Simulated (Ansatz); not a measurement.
# RbSbS3 (model cell, started as cubic perovskite with Sb in the octahedra): a soft mode frozen in, part 3 of 3

Which phase does RbSbS3 (model cell, started as cubic perovskite with Sb in the octahedra) fall into along its unstable mode, and how much energy does it gain?

Ansatz 0.2.0; DFT PBEsol, scalar-relativistic, plane waves, PAW; PAW set soft_1.

So far. Step 5 (Energy along the mode, all amplitudes (two of the runs …): The lowest of the steps tried is at 0.45 Å, 13.1 meV/atom below the parent; the bottom of the well need not coincide with a step. Step 7 (The new phase in its own primitive cell): The largest force component left is 0.95 meV/Å and the pressure is 0.001 GPa, within the tolerances set. The cell now holds 25.67 Å³/atom. The relaxed cell has a, b, c = 10.290, 10.303, 4.842 Å (conventional setting).

The structure was built from a prototype and need not be the compound's stable phase.

### Step 8. Modes of the new phase, k-mesh 6×6×8

A relaxed structure may still be a saddle point, so its zone-centre modes are computed. No field response is asked, since the mesh shows no gap.

File input.yaml:

```yaml
crystal:
  lattice:
    - [5.1450158603, -5.1516624633, 0.0]
    - [5.1450158603, 5.1516624633, 0.0]
    - [0.0, 0.0, 4.8420004214]
  atoms:
    - { symbol: Rb, position: [0.2331564982, 0.7668435018, 0.0] }
    - { symbol: Rb, position: [0.7668435018, 0.2331564982, 0.0] }
    - { symbol: Sb, position: [0.7537016312, 0.7537016312, 0.5] }
    - { symbol: Sb, position: [0.2462983688, 0.2462983688, 0.5] }
    - { symbol: S, position: [0.0, 0.5, 0.5] }
    - { symbol: S, position: [0.5, 0.0, 0.5] }
    - { symbol: S, position: [0.0, 0.0, 0.5] }
    - { symbol: S, position: [0.5, 0.5, 0.5] }
    - { symbol: S, position: [0.6784359207, 0.6784359207, 0.0] }
    - { symbol: S, position: [0.3215640793, 0.3215640793, 0.0] }
kpoints:
  mp_grid: { grid: [6, 6, 8] }
hamiltonian:
  xc: pbesol
  pseudopotentials: { kind: paw, azcp: { folder: soft_1 }, xc_functional: pbe }
scf:
  occupations: { method: methfessel_paxton, width: 0.2 }
output:
  eigenvalues: true
phonons:
  method: dfpt
```

On the command line:

```
$ ansatz run input.yaml --threads 8 --pin off --max-ram 16384MiB --backend cpu --events-out ev --progress --plain --runs-dir out
```

Numbers of over 12 decimals in the logs are rounded to 6 here.

What it wrote:

```text
zone centre: on kpoints.mp_grid the ground state, and the responses unless they are solved on pairs of k-points, stand on 100 of the mesh's 288 k-points, reduced under 2 symmetry operations, with k and −k counted as one. Each operation leaves every solved displacement unchanged or reverses it
[...]
Crystal: 10 atoms, lattice volume = 256.678 Å³
Basis set: ecut = 420 eV, 5029 PW (Γ), exchange–correlation on 100×100×72 points (8 copies of the dense FFT grid, shifted against one another)
Bands: 52, of which v1, the nominal top of the filled ones, is band 42 counted from 1 (41 counted from 0)
Symmetry: 8 space group operations
k-points: 100 of 288 (irreducible under 2 space group operations, time reversal used)
[...]
SCF iter   1: F=—  HF=-24566.466087 eV  |F-HF|=—  |Δ(HF+E_count)|=         —  Δρ=3.70e-2  dr2=9.72e0  ethr=3.10e-3  ⟨swp⟩=10.9  Hψ=26540  notcnv=0
[...]
SCF iter  16: F=-24562.927429 eV  HF=-24562.927429 eV  |F-HF|=1.09e-11  |Δ(HF+E_count)|=  1.46e-11  S|Δr|=    0.00e0  Δρ=2.73e-8  dr2=3.79e-12  ethr=1.00e-12  ⟨swp⟩=19.3  Hψ=35894  notcnv=0
SCF 1 converged in 16 iterations: F = -24562.927429 eV  dr2 = 3.79e-12
[...]
DFPT response loops at Γ: preconditioner auto → Kerker (q_TF=auto, 2.265 Å⁻¹) (partly filled bands, converged f_vac=0.011); β = 1.00, the filter's whole step (`scf.mixing.beta` (0.50) is not read by the response loops under this deck's `scf.mixing.preconditioner`; to damp them name `kerker` or `kerker_dos`, under which they read `scf.mixing.beta`, and type it under 1.00, their step now; both keys bind the ground state too); Broyden in place of MSR1
SCF converged after 16 iterations
[...]
Free energy (F): -24562.927429 eV
[...]
Internal energy: -24562.919371 eV  (E = F + TS)
E sigma→0 (E₀):  -24562.925415 eV
Entropy (-TS):   -0.008059 eV (-0.806 meV/atom)
Fermi energy:    5.689797 eV
[...]
--- Band table (eV; the first three rows and the last of 100) ---
  k-point 0: bands = [... 38 lower, 4.9243, 5.0501, 5.2272, 5.5159, 5.9150, 6.8319, 7.6551, 7.8736, ... 6 higher]
  k-point 1: bands = [... 38 lower, 4.9394, 5.0176, 5.1857, 5.7065, 5.9222, 6.8489, 7.5911, 7.8071, ... 6 higher]
  k-point 2: bands = [... 38 lower, 4.8931, 5.1062, 5.2432, 5.9408, 6.3721, 6.9258, 7.3922, 7.7668, ... 6 higher]
  k-point 99: bands = [... 38 lower, 4.8635, 4.8731, 5.6627, 5.7960, 6.6920, 6.8805, 7.7502, 8.5832, ... 6 higher]
--- Phonons (Γ-DFPT): 18 representative perturbations + reference, on 100 of 288 k-points (Σ response iterations 54) ---
  k mesh reduced under 2 symmetry operations, with k and −k counted as one. Each operation leaves every solved displacement unchanged or reverses it
  ASR residual: 3.687e-5 → 0.000e0 eV/Å²; symmetrization residual: 6.880e-6 eV/Å²
  ASR residual per site (eV/Å²): 1.20e-5 1.20e-5 3.69e-5 3.69e-5 1.21e-5 1.21e-5 1.76e-5 1.06e-5 1.13e-5 1.13e-5
  Γ frequencies (cm⁻¹): -97.99 -75.47 -66.18 -51.88 -31.48 -27.55 0.00 0.00 0.00 0.78 41.17 57.22 58.84 63.02 65.32 75.86 77.67 94.96 103.72 107.91 118.33 129.92 143.94 164.62 170.47 173.45 180.95 208.75 243.47 263.47
  non-analytic LO–TO correction: not included (Born effective charges unavailable; polar crystals: no LO–TO splitting at Γ)
```

The job ended after 5.2 min (8 threads of Arm Neoverse V2, shared host; peak memory 4.1 GiB; 40 min of CPU time).

Numbers from this step:

```
sum-rule residual before enforcement                    : 3.69e-5 eV/Å²
point group                                             : mmm
highest optical mode at the zone centre (no LO-TO term) : 263.5 cm⁻¹
lowest optical zone-centre mode                         : -97.99 cm⁻¹
```

Patterns of degenerate modes are one choice out of their space. The modes at Γ (shares of kinetic energy by element, %) (negative means imaginary):

```
mode  frequency (cm⁻¹)  symmetry  Rb %  Sb %  S %
   1             -98.0       B2u     4    50   46
   2             -75.5       B1u     0     0   99
   3             -66.2       B1u     5    33   63
   4             -51.9        Au     0     0  100
   5             -31.5       B2g     0    61   39
   6             -27.6       B3u     9    30   61
   7               0.0  acoustic    28    40   32
   8               0.0  acoustic    28    40   32
   9               0.0  acoustic    28    40   32
  10               0.8       B2u     3     0   96
  11              41.2       B1g    71     0   29
  12              57.2       B2u     4     3   93
  13              58.8       B1u    38    10   53
  14              63.0       B3g   100     0    0
  15              65.3       B2u     3     3   94
  16              75.9        Ag    84     3   13
  17              77.7       B3u    61     8   32
  18              95.0       B1g    25    20   55
  19             103.7       B1u    29     0   71
  20             107.9       B2u    56     2   41
  21             118.3       B3u     2    11   87
  22             129.9        Ag    16    12   72
  23             143.9       B1g     4    80   16
  24             164.6       B3u     0    11   89
  25             170.5        Ag     0    85   15
  26             173.4       B2g     0    39   61
  27             180.9       B2u     1     2   97
  28             208.8       B3u     0     1   99
  29             243.5       B1u     0    17   83
  30             263.5       B3u     0     0  100
```

Displacements in mode 1 (-98.0 cm⁻¹), the largest set to 1:
```
Rb1  0.00 -0.21  0.00
Rb2  0.00 -0.21  0.00
Sb3  0.00  0.65  0.00
Sb4  0.00  0.65  0.00
S5  -0.35 -0.43  0.00
S6   0.35 -0.43  0.00
S7   0.00 -0.80  0.00
S8   0.00 -1.00  0.00
S9   0.00 -0.60  0.00
S10  0.00 -0.60  0.00
```

Displacements in mode 29 (243.5 cm⁻¹), the largest set to 1:
```
Rb1  0.00  0.00  0.01
Rb2  0.00  0.00  0.01
Sb3  0.00  0.00 -0.24
Sb4  0.00  0.00 -0.24
S5   0.00  0.00 -0.08
S6   0.00  0.00 -0.08
S7   0.00  0.00 -0.07
S8   0.00  0.00 -0.03
S9   0.00  0.00  1.00
S10  0.00  0.00  1.00
```

Before it was imposed, the acoustic sum rule was missed by 3.7e-5 eV/Å². Small misses are needed for a sound result but don't prove that mesh and cutoff are converged. The lowest optical mode is imaginary, 98.0i cm⁻¹, so the energy falls along it.

### Step 9. The phases reached

The phases reached along the modes that were followed are set side by side.

Energies are those of the first relaxation, on the mesh of the frozen mode; space group, volume and gap are those of the last relaxation. Phases, by row:

```
                mode frozen in  space group  energy from parent (meV/atom)  volume (Å³/atom)  gap on mesh (eV)  lowest zone-centre optical mode (cm⁻¹)  largest shift (Å)
                        parent        Pm-3m                              0             26.09                 0                                       –                  –
   q = (0, 0, -0.5), 126i cm⁻¹     P4_2/mmc                         -37.37             25.97                 0                                   -54.2              0.599
q = (0, -0.5, -0.5), 120i cm⁻¹         Pmma                         -25.09             25.78                 0                                   -97.2              0.649
q = (0, -0.5, -0.5), 120i cm⁻¹         Cmmm                         -28.08             25.67                 0                                   -98.1              0.734
q = (0, -0.5, -0.5), 120i cm⁻¹         Cmmm                         -28.08             25.67                 0                                     -98              0.736
```

### Step 10. Outcome

```
unstable mode of the parent                                                      : q = (0, -0.5, -0.5), 120i cm⁻¹
depth at the lowest point sampled                                                : 13.1 meV/atom
largest atomic shift at that point                                               : 0.45 Å
space group reached (within 0.01 Å)                                              : Cmmm
energy gained over the parent (first relaxation, on the mesh of the frozen mode) : 28.1 meV/atom
volume per atom, phase reached                                                   : 25.7 Å³
lowest optical zone-centre mode, phase reached                                   : -98.0 cm⁻¹
highest optical mode at the zone centre (no LO-TO term), phase reached           : 263 cm⁻¹
```

Along this mode the structure falls into Cmmm, 28.1 meV/atom below the parent. At the parent's cell the well is 13.10 meV/atom deep on the steps tried, with its lowest point at a shift of 0.45 Å. Relaxing atoms and cell changes the gain by +14.98 meV/atom against the lowest step (energies at zero smearing). The new phase still has an imaginary mode at the zone centre of its cell, so it is a saddle point on the way to a lower structure. Of the 4 patterns followed to their end from this parent, this one ends 9.29 meV/atom above the lowest, P4_2/mmc. Each path keeps the symmetry of its pattern, so a lower phase may lie along a pattern not tried. With no gap, or one that is small against the smearing, the frequencies hang on the k mesh and the smearing, most of all near Kohn anomalies. Spin-orbit coupling is left out, which can matter for the heavy elements here. The PAW files were made for PBE and serve the other functionals too. A phonon run warned that its eigensolver left some bands unconverged in a pass. The starting cell was built on a prototype and not taken from a measurement, so the phase need not exist.

[Logs are printed without paths, hosts, clocks, repeated set-up lines and the standing remarks that a program may print on its own settings, such as how far it seeks lower states.]

[Hosts, paths, dates, database ids (printed as entryN), source tags and the programs' standing remarks are cut or masked in the printed files.]
